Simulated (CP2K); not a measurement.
Consider formaldehyde monohydrate at its PBE geometry (Å).

```xyz
7

C     0.5192    1.4172    0.6554
O     0.3825    0.6179   -0.2545
O    -0.8990   -2.1296   -0.6205
H     0.1060    1.2278    1.6722
H     1.0688    2.3731    0.5036
H    -0.6597   -2.2511   -1.5533
H    -0.5178   -1.2553   -0.4029
```

Method: CP2K XAS_TDP, all-electron GAPW, PBEh(45%), aug-cc-pVDZ, TDA, GW2X-corrected core level, no relativity.

Where do the O K-edge lines lie, and how strong are they?

Leading lines: O2 531.41 eV and O3 535.76 eV. The leading line of an atom is its first one with 35 % of the strongest within 2.5 eV of its lowest line over the strength cut. Core ionisation energies at this level: O2 539.35 and O3 538.47 eV.

The first six lines of each atom with a strength over 0.0015:

```tsv
atom	energy (eV)	states	strength, one atom	above the computed threshold
O2 (bonded to C, takes 1 H bond)	531.41	1	0.0471	
	538.99	1	0.0022	
	539.88	1	0.0080	yes
	540.68	1	0.0072	yes
	541.08	1	0.0041	yes
	541.22	1	0.0062	yes
O3 (bonded to 2 H, gives 1 H bond)	535.76	1	0.0121	
	537.23	1	0.0111	
	537.78	1	0.0076	
	538.25	1	0.0036	
	538.65	1	0.0083	yes
	538.84	1	0.0134	yes
```

Lines are vertical, at one geometry, with no vibrational structure. GW2X ionisation energies and lines can be off by 1 to 2 eV either way, and a good line position may hide errors that cancel. These values hold no scalar relativity, about 0.4 eV for O 1s. Rydberg lines, and the discretised continuum above threshold, depend on the basis and the box. This is one low-energy arrangement of the cluster, relaxed without a dispersion correction; others exist.

[Banner, clock and machine lines of the logs are left out without a mark of their own.]

[Logs are printed without paths, hosts, clocks, repeated set-up lines and the standing remarks that a program may print on its own settings, such as how far it seeks lower states.]

[Hosts, paths, dates, database ids (printed as entryN), source tags and the programs' standing remarks are cut or masked in the printed files.]
